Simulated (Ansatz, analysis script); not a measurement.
```cif
data_os
_symmetry_space_group_name_H-M 'P 1'
_symmetry_Int_Tables_number 1
_cell_length_a 2.7400
_cell_length_b 2.7400
_cell_length_c 14.0000
_cell_angle_alpha 90.000
_cell_angle_beta 90.000
_cell_angle_gamma 90.000
_cell_volume 105.11
loop_
_atom_site_label
_atom_site_type_symbol
_atom_site_fract_x
_atom_site_fract_y
_atom_site_fract_z
_atom_site_occupancy
Os1 Os 0.00000 0.00000 0.50000 1
_calc_subject 'Free-standing square Os monolayer, spacing 2.74 Å: E(q) by the generalised Bloch theorem'
_calc_method 'PBEsol, PAW set soft_1 (files made for PBE); spin spirals by the generalised Bloch theorem, no spin–orbit coupling (and 2 further levels or steps)'
_calc_program 'Ansatz 0.2.0 and analysis script 1'
_calc_settings_of_one_run 'cutoff 420 eV, 20×20×1 k-mesh, Fermi-Dirac occupations, smearing width 0.1 eV, cone angle 90 °, wavevectors 13, starting moments 0.75 μB'
_calc_notes 'In doubt: warnings of the run leave room for a lower electronic state (Ansatz, analysis script), so energies may not be the lowest and differences between runs may mislead. The program’s warnings: magnetization residual over threshold. No spin model is given, since the moments change too much along the path. The cell was taken as built, with atoms unrelaxed. In doubt: the program’s search for lower states was switched off, so a lower magnetic state than those reached may exist.'
_calc_lowest_point_of_the_path 'q = (0.3, 0.3, 0), -15.8 meV a magnetic atom from q = 0'
_calc_highest_point '14.7 meV a magnetic atom'
```

[Logs and program files are shortened in this print: banners, set-up blocks, solver, clock and traceback lines can be left out without a mark of their own.]

[Logs are printed without paths, hosts, clocks, repeated set-up lines and the standing remarks that a program may print on its own settings, such as how far it seeks lower states.]

[Hosts, paths, dates, database ids (printed as entryN), source tags and the programs' standing remarks are cut or masked in the printed files.]
